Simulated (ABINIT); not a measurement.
Planning a run of ABINIT 10.8.3 on PtSe2 (P-3m1). The input:

```
acell 3*1.0 Angstrom
rprim 
  3.642960417027 0.000000000003 0.000000000000
  -1.821480208516 3.154896266125 0.000000000000
  0.000000000000 0.000000000000 5.703672539600
ntypat 2
znucl 78 34
natom 3
typat 1 2 2
xred 
  0.000000000000 0.000000000000 0.000000000000
  0.666666666667 0.333333333333 0.768719550235
  0.333333333333 0.666666666667 0.231280449765
pp_dirpath "pseudos"
pseudos "Pt.upf, Se.upf"
ecut 48
ngkpt 3 3 2
nshiftk 1
shiftk 0 0 0
kptopt 1
chksymbreak 0
istwfk *1
occopt 1
irdwfk 1
optdriver 3
nband 125
ecuteps 4.373
inclvkb 2
awtr 1
symchi 1
indata_prefix "in"
outdata_prefix "out"
tmpdata_prefix "tmp"
```

```sh
OMP_NUM_THREADS=1 mpirun -n 8 abinit run.abi > log
```

How long will it take on 8 MPI ranks of Arm Neoverse V2, shared host, and how much memory?

It took 19 s; on shared hardware allow 9.5 s to 38 s. Peak host memory was 2.1 GiB.

[Paths, hosts, dates, memory and timing lines, banners, echoed tables and standing remarks are left out of the program output.]

[Logs are printed without paths, hosts, clocks, repeated set-up lines and the standing remarks that a program may print on its own settings, such as how far it seeks lower states.]

[Runs of the session that timed out or met a known fault of the program may be left out.]

[No measured gap is set beside runs whose start may be inverted or whose files or cutoffs have a known fault.]

[Hosts, paths, dates, database ids (printed as entryN), source tags and the programs' standing remarks are cut or masked in the printed files.]

[G0W0 gaps are taken among the corrected bands and points alone; a level outside them can change the order at an edge.]

[Where Ansatz stands beside ABINIT at settings called matched, ABINIT's density can come from a denser mesh and the files from another edition; pairs whose starting gaps differed by over 0.03 eV were left out, so agreement reads better than it is.]
